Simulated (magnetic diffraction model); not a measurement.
# Solving a magnetic structure from powder neutron data: Nb₄CoPb

Space group P4/mcc (no. 124), a = 6.5760 Å, c = 5.3940 Å.

```csv
site,atom,x,y,z
2c,Pb,1/2,1/2,3/4
8m,Nb,0.8409,0.3463,0
2a,Co,0,0,3/4
```

The compound is invented for this exercise: a known structure type with other elements, its cell scaled to their sizes and not relaxed.

Only Co is taken to order (form factors of Co2+); orders and moment sizes are assumed, and not adapted to the symmetry. Radiation: neutrons of λ = 4.2 Å, 8° to 80°; isotropic B of 0.17 Å² (Pb), 0.18 Å² (Nb) and 0.19 Å² (Co). Simulated constant-wavelength pattern: nuclear and magnetic terms add, the magnetic one as |2.695 fm × Σ f S⊥ exp(2πi Q·r) exp(−B s²)|², summed over all Q at one angle with the factor 1/(sin²θ cos θ). For collinear order S is the moment m, which repeats by lattice and centring translations R with the sign exp(−2πi k·R). Free-ion form factors, Sears's scattering lengths of 1992, no absorption; a label names one of the reflections at its angle. The strongest nuclear line in the range is 100, and lines under 0.2 are left out.

Above the ordering temperature:

```csv
2θ (°),index,I
37.25,(1 0 0),100.0
53.70,(1 1 0),10.3
79.39,(2 0 0),0.6
```

Below it (cell unchanged):

| 2θ (°) | I |
| --- | --- |
| 29.16 | 5.1 |
| 37.25 | 100.0 |
| 47.99 | 2.7 |
| 53.70 | 10.3 |
| 62.27 | 1.4 |
| 74.52 | 0.7 |
| 74.85 | 1.6 |
| 79.39 | 0.6 |

**Question.** Check that the new lines index with k = (0 1/2 1/2), then choose among these models:
A. collinear moments along [010], 0.82 μB on Co; signs + at (0, 0, 3/4), − at (0, 0, 1/4)
B. collinear moments along [101], 0.82 μB on Co; signs + at (0, 0, 3/4), + at (0, 0, 1/4)
C. collinear moments along [101], 0.82 μB on Co; signs + at (0, 0, 3/4), − at (0, 0, 1/4)
D. collinear moments along [010], 0.82 μB on Co; signs + at (0, 0, 3/4), + at (0, 0, 1/4)

The new lines index as (0 1/2 1/2) at 29.16°, (1 1/2 1/2) at 47.99°, (0 3/2 1/2) at 62.27° and (0 1/2 3/2) at 74.52°, that is as H ± k with k = (0 1/2 1/2), one of 2 inequivalent arms of its star (k and −k counted as one), which a powder can't tell apart. Half indices mean that the moments reverse under translations with k·R a half-integer, and the magnetic cell has twice the primitive volume.

Magnetic intensity, observed (below minus above) and for each model:

| 2θ (°) | index | observed | A | B | C | D |
| --- | --- | --- | --- | --- | --- | --- |
| 29.16 | (0 1/2 1/2) | 5.1 | 4.0 | 5.1 | 5.1 | 4.0 |
| 47.99 | (1 1/2 1/2) | 2.7 | 4.2 | 2.7 | 2.7 | 4.2 |
| 62.27 | (0 3/2 1/2) | 1.4 | 0.2 | 1.4 | 1.4 | 0.2 |
| 74.52 | (0 1/2 3/2) | 0.7 | 1.0 | 0.7 | 0.7 | 1.0 |
| 74.85 | (1 3/2 1/2) | 1.6 | 0.8 | 1.6 | 1.6 | 0.8 |

Models B and C match alike on every line, so these data can't choose among them (such ties are often domains of one structure).

The structure used: k = (0 1/2 1/2), collinear moments along [101], 0.82 μB on Co; signs + at (0, 0, 3/4), − at (0, 0, 1/4).

[Logs are printed without paths, hosts, clocks, repeated set-up lines and the standing remarks that a program may print on its own settings, such as how far it seeks lower states.]
